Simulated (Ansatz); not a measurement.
# How well the gap of BaTlI3 (cubic perovskite) (Pm-3m) can be computed, part 3 of 3

Aim: a best estimate of the quasiparticle gap of BaTlI3 (cubic perovskite) (Pm-3m), with each correction and its cost laid out.

Ansatz 0.2.0; density functionals, hybrids, G0W0, plane waves, PAW. Known limits of the many-body steps: not at the basis limit; no spin-orbit coupling; coarse k mesh.

So far. Step 12 (G0W0, 2×2×2 mesh, 847 empty bands, screening to 120 eV): Against the run with 2×2×2 mesh, 393 empty bands, screening to 72 eV, the gap moves by +0.13 eV. Step 13 (G0W0@HSE06, 2×2×2 mesh, 847 empty bands, screening to …): Against the run with 2×2×2 mesh, 847 empty bands, screening to 120 eV on PBEsol, the gap moves by +0.56 eV, while the start moved by +0.94 eV.

The structure was built from a prototype and need not be the compound's stable phase.

In doubt: masses and optical values from hybrid runs of this build are listed as unsure (step 13), which bears on the screening that GW takes from such a start.

## 14. G0W0@PBEsol, 2×2×2 mesh, 847 empty bands, screening to 120 eV, plasmon pole

A plasmon pole stands in for the full frequency dependence of the screening; this run shows what that costs in accuracy.

This step: G0W0 on PBEsol, plane waves, PAW.

The input, input.yaml:

```yaml
crystal:
  lattice:
    - [6.5717449587, 0.0, 0.0]
    - [0.0, 6.5717449587, 0.0]
    - [0.0, 0.0, 6.5717449587]
  atoms:
    - { symbol: Tl, position: [0.0, 0.0, 0.0] }
    - { symbol: Ba, position: [0.5, 0.5, 0.5] }
    - { symbol: I, position: [0.5, 0.5, 0.0] }
    - { symbol: I, position: [0.5, 0.0, 0.5] }
    - { symbol: I, position: [0.0, 0.5, 0.5] }
kpoints:
  mp_grid: { grid: [2, 2, 2] }
hamiltonian:
  xc: pbesol
scf:
  occupations: { method: fixed }
gw:
  n_empty_bands: 847
  ecut_chi: 120.0
  qp_bands: [v2, c2]
  qp_kpoints: band_edges
  screening: { model: godby_needs }
```

Command:

```
$ ansatz run input.yaml --threads 4 --pin off --max-ram 17510MiB --backend cpu --events-out ev --progress --plain --runs-dir out
```

Numbers of over 12 decimals in the logs are rounded to 6 here.

The log of the run:

```text
[...]
Crystal: 5 atoms, lattice volume = 283.819 Å³
Basis set: ecut = 420 eV, 5497 PW (Γ)
Bands: 45, of which v1, the nominal top of the filled ones, is band 37 counted from 1 (36 counted from 0)
Symmetry: 48 space group operations
[...]
k-points: 4 of 8
[...]
1    39      5.3098    -5.2606    -3.2064    -9.1753  0.8210     6.0225     6.0182  root
[...]
3    36      2.2774   -17.1958     1.8014   -14.2342  0.7856     1.1035     1.1172  root
     3    37      2.2774   -17.1958     1.8014   -14.2342  0.7856     1.1035     1.1172  root
     3    38      5.5453    -5.7356    -3.2935    -9.7851  0.8187     6.3077     6.3014  root
     3    39      5.5453    -5.7356    -3.2935    -9.7851  0.8187     6.3077     6.3014  root
[key lines of the parts left out:]
SCF converged after 7 iterations
Free energy (F): -39460.257271 eV
Fermi energy:    2.277357 eV
```

Elapsed: 2.5 min, on 4 threads of Arm Neoverse V2, shared host; peak memory 5.6 GiB; 9.8 min of CPU time.

This step gave:

```yaml
bands_summed: 884
plasmon_pole_fit_frequency: 18.96 eV
rpa_eps_infinity_on_this_mesh_eigenvalues: 3.708, 3.708, 3.708
plane_waves_in_the_screening_matrix: 847
g0w0_gap_on_the_mesh: 4.139 eV
k_of_the_valence_top: -0.5, -0.5, -0.5
k_of_the_conduction_bottom: 0, 0, -0.5
starting_gap_on_the_mesh: 2.414 eV
least_direct_g0w0_gap_on_the_computed_points: 4.397 eV
```

Against the run with 2×2×2 mesh, 847 empty bands, screening to 120 eV, the gap moves by +0.03 eV.

## 15. G0W0@PBEsol, 2×2×2 mesh, 1255 empty bands, screening to 156 eV, hard PAW files

Other atomic data (hard PAW) test the pseudisation: the cutoff goes from 420 to 520 eV and the valence electrons from 74 to 82, which opens shells that were frozen. Bands and screening cutoff change too, so the step is no clean test of the files.

input.yaml, the sections that differ from step 14:

```yaml
hamiltonian:
  xc: pbesol
  pseudopotentials: { kind: paw, source: ansatz }
gw:
  n_empty_bands: 1255
  ecut_chi: 156.0
  qp_bands: [v2, c2]
  qp_kpoints: band_edges
  screening: { model: contour_deformation }
# crystal, kpoints, scf: as in step 14
```

The log of the run:

```text
[...]
Crystal: 5 atoms, lattice volume = 283.819 Å³
Basis set: ecut = 520 eV, 7689 PW (Γ)
Bands: 50, of which v1, the nominal top of the filled ones, is band 41 counted from 1 (40 counted from 0)
Symmetry: 48 space group operations
[...]
k-points: 4 of 8
[...]
1    43      5.5554    -5.2564    -3.3052    -9.1685  0.7741     6.1744     6.1623  root
[...]
3    40      2.5197   -17.1894     1.7281   -14.2268  0.7502     1.2364     1.2853  root
     3    41      2.5197   -17.1894     1.7281   -14.2268  0.7502     1.2364     1.2853  root
     3    42      5.7911    -5.7313    -3.4230    -9.7781  0.7649     6.4293     6.4148  root
     3    43      5.7911    -5.7313    -3.4230    -9.7781  0.7649     6.4293     6.4148  root
[key lines of the parts left out:]
SCF converged after 8 iterations
Free energy (F): -42559.394786 eV
Fermi energy:    2.519702 eV
```

The job ended after 7.7 min (4 threads; peak memory 11 GiB; 31 min of CPU time).

This step gave:

| Item | Value |
| --- | --- |
| bands summed | 1296 |
| RPA ε∞ on this mesh (eigenvalues) | 3.707, 3.707, 3.707 |
| plane waves in the screening matrix | 1237 |
| G0W0 gap on the mesh | 4.161 eV |
| k of the valence top | -0.5, -0.5, -0.5 |
| k of the conduction bottom | 0, 0, -0.5 |
| starting gap on the mesh | 2.416 eV |
| least direct G0W0 gap on the computed points | 4.422 eV |

Against the run with 2×2×2 mesh, 847 empty bands, screening to 120 eV, the gap moves by +0.06 eV.

## 16. G0W0@r2SCAN, 2×2×2 mesh, 847 empty bands, screening to 120 eV

This step: G0W0 on r2SCAN, plane waves, PAW.

input.yaml, as its differences from that of step 15:

```diff
@@ -14,4 +14,3 @@
 hamiltonian:
-  xc: pbesol
-  pseudopotentials: { kind: paw, source: ansatz }
+  xc: r2scan
 scf:
@@ -19,4 +18,4 @@
 gw:
-  n_empty_bands: 1255
-  ecut_chi: 156.0
+  n_empty_bands: 847
+  ecut_chi: 120.0
   qp_bands: [v2, c2]
```

The log of the run:

```text
[...]
Crystal: 5 atoms, lattice volume = 283.819 Å³
Basis set: ecut = 500 eV, 7123 PW (Γ), exchange–correlation on 192×192×192 points (64 copies of the dense FFT grid, shifted against one another)
Bands: 45, of which v1, the nominal top of the filled ones, is band 37 counted from 1 (36 counted from 0)
Symmetry: 48 space group operations
[...]
k-points: 4 of 8
[...]
1    39      5.5143    -5.1732    -3.0854    -8.9402  0.7989     6.2081     6.1960  root
[...]
3    36      2.0563   -17.1852     1.6580   -14.4269  0.7737     0.9263     0.9561  root
     3    37      2.0563   -17.1852     1.6580   -14.4269  0.7737     0.9263     0.9561  root
     3    38      5.7495    -5.6375    -3.1834    -9.5279  0.7914     6.4710     6.4565  root
     3    39      5.7495    -5.6375    -3.1834    -9.5279  0.7914     6.4710     6.4565  root
[key lines of the parts left out:]
SCF converged after 7 iterations
Free energy (F): -40013.538046 eV
Fermi energy:    2.056297 eV
```

Run time: 2.8 min. Hardware: 4 threads; peak memory 7.1 GiB; 11 min of CPU time.

This step gave:

```yaml
bands_summed: 884
rpa_eps_infinity_on_this_mesh_eigenvalues: 3.204, 3.204, 3.204
plane_waves_in_the_screening_matrix: 847
g0w0_gap_on_the_mesh: 4.505 eV
k_of_the_valence_top: -0.5, -0.5, -0.5
k_of_the_conduction_bottom: 0, 0, -0.5
starting_gap_on_the_mesh: 2.853 eV
least_direct_g0w0_gap_on_the_computed_points: 4.778 eV
```

Against the run with 2×2×2 mesh, 847 empty bands, screening to 120 eV on HSE06, the gap moves by −0.16 eV, while the start moved by −0.50 eV.

## 17. The ladder

Times are wall times on 4 threads of Arm Neoverse V2, shared host, good to a factor of about two. G0W0 rows are gaps on the mesh, lowered by the amount that the mesh misses the start's edges, a rough step that assumes the same correction there.

```
                                      level  gap (eV)  least direct gap (eV)     time
                                     PBEsol      2.42                   2.67    5.9 s
                                        LDA      2.25                   2.49    2.6 s
                                 PBEsol+SOC      1.68                   1.79     27 s
                                     r2SCAN      2.86                   3.10    4.9 s
                                      HSE06      3.35                   3.63     29 s
                                       PBE0      4.06                   4.34     29 s
              G0W0@PBEsol (139 empty bands)      3.82                      -      8 s
              G0W0@PBEsol (393 empty bands)      3.97                      -     31 s
              G0W0@PBEsol (847 empty bands)      4.10                      -  2.3 min
               G0W0@HSE06 (847 empty bands)      4.67                      -   10 min
G0W0@PBEsol (847 empty bands, plasmon pole)      4.14                      -  2.5 min
   G0W0@PBEsol (1255 empty bands, hard PAW)      4.16                      -  7.7 min
              G0W0@r2SCAN (847 empty bands)      4.51                      -  2.8 min
```

## 18. Adding up the best estimate

```
                                                                   term      eV  running total (eV)
                                             G0W0 on the mesh, top rung   4.104               4.104
to the limit, by a line in one over the bands through the two top rungs  +0.126               4.231
                                         spin-orbit change, from PBEsol  −0.738               3.493
```

Changes that are not added in, each against a run with equal bands and cutoff:

```
                                 change     eV
                            start HSE06  +0.56
plasmon pole in place of full frequency  +0.03
                           start r2SCAN  +0.40
```

## 19. What came out

```json
{
  "PBEsol gap": "2.42 eV, indirect",
  "HSE06": "3.35 eV",
  "PBE0": "4.06 eV",
  "G0W0, top rung on the mesh": "4.10 eV",
  "best estimate, G0W0@PBEsol with spin-orbit change": "3.49 eV",
  "GW settings of the top rung": "2×2×2 mesh, 847 empty bands, screening to 120 eV",
  "known limits": "one-shot GW, static lattice; one k mesh, untested; coarse k mesh"
}
```

The best estimate for G0W0@PBEsol is 3.49 eV, indirect by PBEsol+SOC, against 1.68 eV at the start (both with spin-orbit coupling). The pair of rungs below gives a limit −0.15 eV away. On hard PAW files with 1296 bands the gap on the mesh is 4.16 eV, against a limit of 4.23 eV on default PAW files; that run is itself short of its own limit, so the pair doesn't isolate the files. Of the changes left open the largest, +0.56 eV, comes from starting at HSE06. Among the functionals PBE0 comes nearest: −0.17 eV from the estimate without its spin-orbit term (4.23 eV). The RPA ε∞ on the GW mesh averages 3.7 against 3.6 from perturbation theory, which takes a denser mesh of its own and holds the xc response as well. A spin-orbit term this large, taken from DFT and added afterwards, is rough: it also changes the screening and the orbitals that GW builds on. All runs took 29 min, 91 % of it in G0W0. The 2×2×2 mesh is coarse for this cell (its supercell is 13 Å along the shortest edge). The RPA ε∞ on it, from the PBEsol start, is 3.71; such meshes misread the long-range screening, most where the gap is narrow. This is the ideal cubic cell; many perovskites, halides above all, are cubic only on average, and local tilts or off-centring can widen the gap.

[Paths, hosts, dates, memory and timing lines, banners, echoed tables and standing remarks are left out of the program output.]

[Logs are printed without paths, hosts, clocks, repeated set-up lines and the standing remarks that a program may print on its own settings, such as how far it seeks lower states.]

[Runs of the session that timed out or met a known fault of the program may be left out.]

[Cells called generated may have been cut or substituted from an entry of the Crystallography Open Database or the Materials Project.]

[Hosts, paths, dates, database ids (printed as entryN), source tags and the programs' standing remarks are cut or masked in the printed files.]
